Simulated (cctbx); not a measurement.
**Li10SiTe12P2 with cctbx, script by script**

Library: cctbx 2025.11. The data are simulated by the first script.

## 1. Simulate the data

run.py:

```python
from cctbx import adptbx, crystal, miller, sgtbx, xray
from cctbx.array_family import flex
from iotbx.shelx import hklf
from scitbx import matrix
import scitbx.random

cs = crystal.symmetry(unit_cell=(9.226, 9.226, 13.13, 90, 90, 90), space_group_symbol='Hall: P 4c -2')  # P4_2mc
atoms = [  # label, site, U (iso, or U11 U22 U33 U12 U13 U23 in A^2), occupancy
    ("Te1", (0.3017, 0.5, 0.2022), (0.0070, 0.0054, 0.0053, 0.0000, -0.0003, 0.0000), 1),
    ("Te2", (0.1882, 0, 0.2751), (0.0053, 0.0039, 0.0048, 0.0000, 0.0002, 0.0000), 1),
    ("Te3", (0.6991, 0.5, 0.8996), (0.0079, 0.0061, 0.0048, 0.0000, -0.0014, 0.0000), 1),
    ("Te4", (0.8113, 0, 0.5911), (0.0061, 0.0052, 0.0030, 0.0000, 0.0004, 0.0000), 1),
    ("Te5", (0.8111, 0.5, 0.5972), (0.0059, 0.0043, 0.0035, 0.0000, 0.0000, 0.0000), 1),
    ("Te6", (0.6957, 0, 0.9117), (0.0049, 0.0051, 0.0052, 0.0000, 0.0006, 0.0000), 1),
    ("P1", (0.5, 0, 0.0021), (0.0109, 0.0074, 0.0059, 0.0000, 0.0000, 0.0000), 1),
    ("P2", (0, 0, 0.185), (0.0129, 0.0136, 0.0096, 0.0000, 0.0000, 0.0000), 1),
    ("Si1", (0.5, 0.5, 0.3003), (0.0068, 0.0069, 0.0065, 0.0000, 0.0000, 0.0000), 1),
    ("Li1", (0.7446, 0.722, 0.0388), (0.0094, 0.0069, 0.0076, -0.0005, -0.0003, 0.0019), 1),
    ("Li2", (0.5, 0.5, 0.0467), (0.0095, 0.0100, 0.0132, 0.0000, 0.0000, 0.0000), 1),
    ("Li3", (0, 0, 0.44), (0.0112, 0.0108, 0.0152, 0.0000, 0.0000, 0.0000), 1),
    ("Li4", (0.7274, 0.7702, 0.7938), (0.0099, 0.0129, 0.0101, -0.0026, 0.0011, -0.0025), 1),
]
xs = xray.structure(crystal_symmetry=cs)
for label, site, u, occ in atoms:
    u = adptbx.u_cif_as_u_star(cs.unit_cell(), u) if isinstance(u, tuple) else u
    xs.add_scatterer(xray.scatterer(label, site=site, u=u, occupancy=occ))
xs.set_inelastic_form_factors(0.71073, "sasaki")
xs.show_summary()
p1 = xs.expand_to_p1()
ms = miller.build_set(p1, anomalous_flag=True, d_min=0.75)
flex.set_random_seed(657663)
scitbx.random.set_random_seed(657663)
ms = ms.select(flex.random_double(ms.size()) < 0.5)
i = ms.structure_factors_from_scatterers(p1, algorithm="direct").f_calc().as_intensity_array().data()
i = i * 5000 / flex.max(i)
sig = flex.sqrt(i + flex.pow2(0.06 * i) + 4 ** 2)
noise = scitbx.random.variate(scitbx.random.normal_distribution())(i.size())
data = ms.array(data=i + sig * noise, sigmas=sig).set_observation_type_xray_intensity()
with open("data.hkl", "w") as f:
    data.export_as_shelx_hklf(f)
print("reflections written:", data.size(), " <I/sigma> = %.1f" % flex.mean(data.data() / data.sigmas()))
for h, a, b in list(data.sort("data"))[:12]:
    print("%4d%4d%4d %9.1f %7.1f" % (h + (a, b)))
```

```console
$ python run.py
```

```text
Number of scatterers: 13
At special positions: 11
Unit cell: (9.226, 9.226, 13.13, 90, 90, 90)
Space group: P 42 m c (No. 105)
reflections written: 5625  <I/sigma> = 5.4
   2   0   3    5170.1   308.2
   0  -2  -3    4867.7   308.2
   2  -2   0    3592.8   217.0
  -2   2   0    3354.9   217.0
   0  -6   0    3013.1   188.9
   0   6   0    2967.2   188.9
   6   0   0    2804.6   188.9
   0   4   0    2787.3   180.0
  -6   0   0    2755.9   188.9
   0   0 -10    2704.3   165.8
   8   0   3    2408.4   145.2
   0  -8   3    2305.6   145.2
```

It took 0.46 s on 1 thread of Arm Neoverse N1 (shared host), peak memory 0.07 GiB.

## 2. Refinement (lightest element left out)

run.py:

```python
import math
from cctbx import adptbx, crystal, maptbx, sgtbx, xray
from cctbx.array_family import flex
from cctbx.xray import observations
from iotbx.shelx import hklf
from scitbx.lstbx import normal_eqns_solving
from smtbx import absolute_structure, utils
from smtbx.refinement import constraints, least_squares

cs = crystal.symmetry(unit_cell=(9.226, 9.226, 13.13, 90, 90, 90), space_group_symbol='Hall: P 4c -2')  # P4_2mc
atoms = [  # label, site, U (iso, or U11 U22 U33 U12 U13 U23 in A^2), occupancy
    ("Te1", (0.3022, 0.5, 0.2025), 0.0200, 1),
    ("Te2", (0.187, 0, 0.2763), 0.0200, 1),
    ("Te3", (0.6951, 0.5, 0.8969), 0.0200, 1),
    ("Te4", (0.8084, 0, 0.5908), 0.0200, 1),
    ("Te5", (0.8167, 0.5, 0.6004), 0.0200, 1),
    ("Te6", (0.6958, 0, 0.9124), 0.0200, 1),
    ("P1", (0.5, 0, 0.0053), 0.0200, 1),
    ("P2", (0, 0, 0.1854), 0.0200, 1),
    ("Si1", (0.5, 0.5, 0.3014), 0.0200, 1),
]
xs = xray.structure(crystal_symmetry=cs)
for label, site, u, occ in atoms:
    u = adptbx.u_cif_as_u_star(cs.unit_cell(), u) if isinstance(u, tuple) else u
    xs.add_scatterer(xray.scatterer(label, site=site, u=u, occupancy=occ))
xs.set_inelastic_form_factors(0.71073, "sasaki")
raw = hklf.reader(file_name="data.hkl").as_miller_arrays(crystal_symmetry=cs, anomalous=True)[0]
merged = raw.eliminate_sys_absent().merge_equivalents()
fo2 = merged.array().set_observation_type_xray_intensity()
print("Rint %.3f, %d unique reflections to %.2f A" % (merged.r_int(), fo2.size(), fo2.d_min()))
for sc in xs.scatterers():
    sc.flags.set_grad_site(True)
    sc.flags.set_grad_u_aniso(sc.flags.use_u_aniso())
    sc.flags.set_grad_u_iso(sc.flags.use_u_iso())
obs = fo2.as_xray_observations()
extra = {}
rep = constraints.reparametrisation(xs, [], utils.connectivity_table(xs), **extra)
ls = least_squares.crystallographic_ls(obs, rep, weighting_scheme=least_squares.mainstream_shelx_weighting(a=0, b=0))
print("cycle     R1     wR2    GooF  max shift (A)")
for cycle in range(8):
    ls.build_up()
    r1, wr2, goof = ls.r1_factor(cutoff_factor=2)[0], ls.wR2(), ls.goof()
    old = xs.sites_cart()
    normal_eqns_solving.levenberg_marquardt_iterations(ls, n_max_iterations=3, tau=1e-06, step_threshold=1e-7)
    big = flex.max((xs.sites_cart() - old).norms())
    print("%4d %7.4f %7.4f %7.3f %9.5f" % (cycle + 1, r1, wr2, goof, big))
    ls.build_up(objective_only=True)
    if abs(ls.wR2() - wr2) < 5e-5 and big < 5e-4:
        break
ls.build_up()
print("final R1 %.4f wR2 %.4f GooF %.3f  parameters %d  data/parameter %.1f" % (ls.r1_factor(cutoff_factor=2)[0], ls.wR2(), ls.goof(), ls.n_parameters, fo2.size() / ls.n_parameters))
cov = ls.covariance_matrix_and_annotations()
su = dict(zip(cov.annotations, (math.sqrt(max(v, 0)) for v in cov.matrix.matrix_packed_u_diagonal())))
a2 = cs.unit_cell().reciprocal_parameters()[0] ** -2
print("atom        x        y        z      Ueq    occ   su(xyz)  su(Uiso or U11)")
for sc in xs.scatterers():
    s = max(su.get(sc.label + k, 0) for k in (".x", ".y", ".z"))
    npd = "" if sc.is_positive_definite_u(cs.unit_cell()) else "  NPD"
    print("%-5s %8.5f %8.5f %8.5f %8.4f %6.3f %8.5f %7.4f%s" % ((sc.label,) + sc.site + (sc.u_iso_or_equiv(cs.unit_cell()), sc.occupancy, s, su.get(sc.label + ".uiso", su.get(sc.label + ".u11", 0) * a2), npd)))
fo = fo2.f_sq_as_f()
fc = fo.structure_factors_from_scatterers(xs, algorithm="direct").f_calc()
diff = fo.f_obs_minus_f_calc(1 / math.sqrt(ls.scale_factor()), fc).average_bijvoet_mates()
m = diff.fft_map(symmetry_flags=maptbx.use_space_group_symmetry, resolution_factor=0.25).apply_volume_scaling()
print("difference map: max %.2f min %.2f rms %.2f" % (m.statistics().max(), m.statistics().min(), m.statistics().sigma()))
peaks = m.peak_search(parameters=maptbx.peak_search_parameters(min_distance_sym_equiv=0.6, max_clusters=8)).all()
near = xs.closest_distances(peaks.sites(), distance_cutoff=4)
sps = cs.special_position_settings(min_distance_sym_equiv=0.5)
for k, (x, h) in enumerate(zip(peaks.sites(), peaks.heights())):
    ss = sps.site_symmetry(x)
    print("Q%-3d %7.4f %7.4f %7.4f %4d %7.2f  %.2f A from %s" % ((k + 1,) + tuple(t % 1 for t in ss.exact_site()) + (ss.multiplicity(), h, near.smallest_distances[k], xs.scatterers()[near.i_seqs[k]].label)))
```

```console
$ python run.py
```

```text
Rint 0.074, 1524 unique reflections to 0.75 A
cycle     R1     wR2    GooF  max shift (A)
   1  0.1591  0.3329   4.117   0.06405
   2  0.0409  0.0936   1.158   0.00149
   3  0.0410  0.0936   1.158   0.00009
final R1 0.0410 wR2 0.0936 GooF 1.158  parameters 24  data/parameter 63.5
atom        x        y        z      Ueq    occ   su(xyz)  su(Uiso or U11)
Te1    0.30171  0.50000  0.20253   0.0058  1.000  0.00014  0.0003
Te2    0.18838  0.00000  0.27562   0.0041  1.000  0.00014  0.0003
Te3    0.69920  0.50000  0.90005   0.0058  1.000  0.00015  0.0003
Te4    0.81140  0.00000  0.59153   0.0044  1.000  0.00014  0.0003
Te5    0.81107  0.50000  0.59755   0.0042  1.000  0.00014  0.0002
Te6    0.69568  0.00000  0.91215   0.0050  1.000  0.00014  0.0002
P1     0.50000  0.00000  0.00295   0.0082  1.000  0.00073  0.0011
P2     0.00000  0.00000  0.18660   0.0122  1.000  0.00068  0.0015
Si1    0.50000  0.50000  0.30086   0.0057  1.000  0.00068  0.0013
difference map: max 8.28 min -2.37 rms 0.51
Q1    0.5000  0.5000  0.0528    2    8.34  2.69 A from Te1
Q2    0.0000  0.0000  0.4382    2    5.44  2.66 A from Te4
Q3    0.2602  0.2799  0.0391    8    4.43  2.49 A from Te5
Q4    0.2293  0.2784  0.2938    8    3.27  2.46 A from Te1
Q5    0.0000  0.1716  0.6429    4    2.38  1.68 A from P2
Q6    0.5000  0.5000  0.3381    2    2.36  0.49 A from Si1
Q7    0.0355  0.2328  0.0916    8    1.97  0.52 A from Te4
Q8    0.0000  0.5000  0.2512    2    1.86  2.78 A from Te6
```

Time: 0.75 s.

## 3. Refinement (whole model)

run.py, as its changes from the last script of this kind:

```diff
@@ -20,0 +21,4 @@
+    ("Li1", (0.7467, 0.7248, 0.0405), 0.0200, 1),
+    ("Li2", (0.5, 0.5, 0.0472), 0.0200, 1),
+    ("Li3", (0, 0, 0.4406), 0.0200, 1),
+    ("Li4", (0.7226, 0.7717, 0.7944), 0.0200, 1),
@@ -65 +69 @@
-peaks = m.peak_search(parameters=maptbx.peak_search_parameters(min_distance_sym_equiv=0.6, max_clusters=8)).all()
+peaks = m.peak_search(parameters=maptbx.peak_search_parameters(min_distance_sym_equiv=0.6, max_clusters=6)).all()
```

```console
$ python run.py
```

```text
Rint 0.074, 1524 unique reflections to 0.75 A
cycle     R1     wR2    GooF  max shift (A)
   1  0.1558  0.3262   4.050   0.06357
   2  0.0339  0.0785   0.975   0.01328
   3  0.0339  0.0783   0.972   0.00693
   4  0.0338  0.0781   0.970   0.00405
   5  0.0338  0.0781   0.969   0.00278
   6  0.0338  0.0780   0.968   0.00220
   7  0.0337  0.0779   0.968   0.00191
   8  0.0337  0.0779   0.967   0.00175
final R1 0.0337 wR2 0.0779 GooF 0.967  parameters 36  data/parameter 42.3
atom        x        y        z      Ueq    occ   su(xyz)  su(Uiso or U11)
Te1    0.30163  0.50000  0.20256   0.0058  1.000  0.00012  0.0002
Te2    0.18825  0.00000  0.27564   0.0043  1.000  0.00012  0.0002
Te3    0.69919  0.50000  0.90006   0.0060  1.000  0.00013  0.0002
Te4    0.81137  0.00000  0.59155   0.0045  1.000  0.00012  0.0002
Te5    0.81107  0.50000  0.59760   0.0043  1.000  0.00011  0.0002
Te6    0.69564  0.00000  0.91217   0.0051  1.000  0.00011  0.0002
P1     0.50000  0.00000  0.00245   0.0071  1.000  0.00061  0.0009
P2     0.00000  0.00000  0.18609   0.0110  1.000  0.00057  0.0012
Si1    0.50000  0.50000  0.30026   0.0068  1.000  0.00058  0.0012
Li1    0.74307  0.72225  0.03850   0.0067  1.000  0.00232  0.0037
Li2    0.50000  0.50000  0.05105   0.0001  1.000  0.00314  0.0064
Li3    0.00000  0.00000  0.43590   0.0137  1.000  0.00395  0.0089
Li4    0.72315  0.77173  0.79439   0.0174  1.000  0.00277  0.0047
difference map: max 2.19 min -2.03 rms 0.42
Q1    0.0000  0.1745  0.6429    4    2.27  1.71 A from P2
Q2    0.0392  0.2324  0.0910    8    1.89  0.54 A from Te4
Q3    0.2756  0.4454  0.8857    8    1.70  0.59 A from Te3
Q4    0.0000  0.1386  0.0985    4    1.64  0.47 A from Te4
Q5    0.2453  0.5000  0.6059    4    1.64  0.53 A from Te5
Q6    0.0000  0.1619  0.8661    4    1.60  1.21 A from Te2
```

Time: 1.1 s.

## 4. Simulate the data

run.py, as its changes from the last script of this kind:

```diff
@@ -27 +27 @@
-xs.set_inelastic_form_factors(0.71073, "sasaki")
+xs.switch_to_neutron_scattering_dictionary()
@@ -30 +30 @@
-ms = miller.build_set(p1, anomalous_flag=True, d_min=0.75)
+ms = miller.build_set(p1, anomalous_flag=True, d_min=0.7)
```

```console
$ python run.py
```

```text
Number of scatterers: 13
At special positions: 11
Unit cell: (9.226, 9.226, 13.13, 90, 90, 90)
Space group: P 42 m c (No. 105)
reflections written: 6883  <I/sigma> = 7.1
   0  -6   0    5615.2   308.2
 -10   0   0    5243.2   295.1
   6   0   0    5223.6   308.2
   0 -10   0    4899.4   295.1
  -6   0   0    4631.5   308.2
   0   0  10    4242.9   267.4
  -8   0   3    3354.7   184.4
   0  -2   3    3298.3   187.4
   8   0   3    3186.7   184.4
   0  -8   3    3183.4   184.4
  -2   2   0    3061.9   192.3
   2   2   0    3027.9   192.3
```

Time: 0.48 s.

## 5. Refinement (lightest element left out)

run.py, as its changes from the last script of this kind:

```diff
@@ -12,13 +12,9 @@
-    ("Te1", (0.3022, 0.5, 0.2025), 0.0200, 1),
-    ("Te2", (0.187, 0, 0.2763), 0.0200, 1),
-    ("Te3", (0.6951, 0.5, 0.8969), 0.0200, 1),
-    ("Te4", (0.8084, 0, 0.5908), 0.0200, 1),
-    ("Te5", (0.8167, 0.5, 0.6004), 0.0200, 1),
-    ("Te6", (0.6958, 0, 0.9124), 0.0200, 1),
-    ("P1", (0.5, 0, 0.0053), 0.0200, 1),
-    ("P2", (0, 0, 0.1854), 0.0200, 1),
-    ("Si1", (0.5, 0.5, 0.3014), 0.0200, 1),
-    ("Li1", (0.7467, 0.7248, 0.0405), 0.0200, 1),
-    ("Li2", (0.5, 0.5, 0.0472), 0.0200, 1),
-    ("Li3", (0, 0, 0.4406), 0.0200, 1),
-    ("Li4", (0.7226, 0.7717, 0.7944), 0.0200, 1),
+    ("Te1", (0.3039, 0.5, 0.2037), 0.0200, 1),
+    ("Te2", (0.1923, 0, 0.2774), 0.0200, 1),
+    ("Te3", (0.7011, 0.5, 0.8993), 0.0200, 1),
+    ("Te4", (0.8106, 0, 0.5891), 0.0200, 1),
+    ("Te5", (0.8098, 0.5, 0.598), 0.0200, 1),
+    ("Te6", (0.6967, 0, 0.9137), 0.0200, 1),
+    ("P1", (0.5, 0, 0.0031), 0.0200, 1),
+    ("P2", (0, 0, 0.187), 0.0200, 1),
+    ("Si1", (0.5, 0.5, 0.2982), 0.0200, 1),
@@ -30 +26 @@
-xs.set_inelastic_form_factors(0.71073, "sasaki")
+xs.switch_to_neutron_scattering_dictionary()
@@ -69 +65 @@
-peaks = m.peak_search(parameters=maptbx.peak_search_parameters(min_distance_sym_equiv=0.6, max_clusters=6)).all()
+peaks = m.peak_search(parameters=maptbx.peak_search_parameters(min_distance_sym_equiv=0.6, max_clusters=8)).all()
```

```console
$ python run.py
```

```text
Rint 0.061, 1869 unique reflections to 0.70 A
cycle     R1     wR2    GooF  max shift (A)
   1  0.2453  0.5138   7.806   0.04418
   2  0.1717  0.3900   5.925   0.00144
   3  0.1717  0.3900   5.925   0.00007
final R1 0.1717 wR2 0.3900 GooF 5.925  parameters 24  data/parameter 77.9
atom        x        y        z      Ueq    occ   su(xyz)  su(Uiso or U11)
Te1    0.30260  0.50000  0.20328   0.0041  1.000  0.00047  0.0008
Te2    0.18836  0.00000  0.27534   0.0052  1.000  0.00052  0.0008
Te3    0.69785  0.50000  0.90083   0.0055  1.000  0.00054  0.0009
Te4    0.81192  0.00000  0.59165   0.0040  1.000  0.00050  0.0008
Te5    0.81081  0.50000  0.59758   0.0032  1.000  0.00045  0.0008
Te6    0.69517  0.00000  0.91247   0.0036  1.000  0.00045  0.0007
P1     0.50000  0.00000  0.00408   0.0055  1.000  0.00066  0.0010
P2     0.00000  0.00000  0.18487   0.0133  1.000  0.00074  0.0014
Si1    0.50000  0.50000  0.30042   0.0077  1.000  0.00083  0.0014
difference map: max 5.58 min -13.59 rms 0.59
Q1    0.0000  0.0000  0.1853    2    5.63  0.01 A from P2
Q2    0.2922  0.5000  0.1974    4    4.71  0.12 A from Te1
Q3    0.2848  0.5000  0.8976    4    4.54  0.17 A from Te3
Q4    0.5000  0.5000  0.2958    2    4.49  0.06 A from Si1
Q5    0.0000  0.1935  0.0933    4    4.34  0.05 A from Te4
Q6    0.0000  0.2916  0.4167    4    4.05  0.13 A from Te6
Q7    0.0000  0.5000  0.5058    2    3.88  0.02 A from P1
Q8    0.1837  0.5000  0.6009    4    3.82  0.07 A from Te5
```

Time: 0.73 s.

Figures of merit this high mean that the model is still wrong or incomplete.

## 6. Refinement (whole model)

run.py, as its changes from the last script of this kind:

```diff
@@ -20,0 +21,4 @@
+    ("Li1", (0.7443, 0.7227, 0.041), 0.0200, 1),
+    ("Li2", (0.5, 0.5, 0.0454), 0.0200, 1),
+    ("Li3", (0, 0, 0.4415), 0.0200, 1),
+    ("Li4", (0.726, 0.7715, 0.7925), 0.0200, 1),
@@ -65 +69 @@
-peaks = m.peak_search(parameters=maptbx.peak_search_parameters(min_distance_sym_equiv=0.6, max_clusters=8)).all()
+peaks = m.peak_search(parameters=maptbx.peak_search_parameters(min_distance_sym_equiv=0.6, max_clusters=6)).all()
```

```console
$ python run.py
```

```text
Rint 0.061, 1869 unique reflections to 0.70 A
cycle     R1     wR2    GooF  max shift (A)
   1  0.1603  0.3410   5.197   0.04322
   2  0.0305  0.0699   1.066   0.00008
final R1 0.0305 wR2 0.0699 GooF 1.066  parameters 36  data/parameter 51.9
atom        x        y        z      Ueq    occ   su(xyz)  su(Uiso or U11)
Te1    0.30172  0.50000  0.20285   0.0057  1.000  0.00008  0.0001
Te2    0.18821  0.00000  0.27580   0.0048  1.000  0.00008  0.0001
Te3    0.69899  0.50000  0.90034   0.0061  1.000  0.00008  0.0001
Te4    0.81124  0.00000  0.59181   0.0048  1.000  0.00008  0.0001
Te5    0.81103  0.50000  0.59788   0.0046  1.000  0.00008  0.0001
Te6    0.69571  0.00000  0.91244   0.0049  1.000  0.00008  0.0001
P1     0.50000  0.00000  0.00277   0.0079  1.000  0.00011  0.0002
P2     0.00000  0.00000  0.18580   0.0119  1.000  0.00012  0.0002
Si1    0.50000  0.50000  0.30103   0.0066  1.000  0.00012  0.0002
Li1    0.74457  0.72231  0.03961   0.0078  1.000  0.00018  0.0003
Li2    0.50000  0.50000  0.04734   0.0099  1.000  0.00030  0.0006
Li3    0.00000  0.00000  0.44008   0.0128  1.000  0.00032  0.0006
Li4    0.72703  0.77036  0.79435   0.0112  1.000  0.00020  0.0003
difference map: max 0.53 min -0.72 rms 0.09
Q1    0.3426  0.5000  0.9167    4    0.56  0.44 A from Te3
Q2    0.0000  0.2348  0.0913    4    0.54  0.42 A from Te4
Q3    0.2589  0.5000  0.8894    4    0.53  0.41 A from Te3
Q4    0.0000  0.1339  0.7896    4    0.46  0.53 A from Te2
Q5    0.2441  0.5000  0.5928    4    0.43  0.51 A from Te5
Q6    0.0000  0.1453  0.0940    4    0.43  0.40 A from Te4
```

Run time: 0.7 s on 1 thread of Arm Neoverse N1, on a shared host, peak memory 0.09 GiB.

[Logs are printed without paths, hosts, clocks, repeated set-up lines and the standing remarks that a program may print on its own settings, such as how far it seeks lower states.]
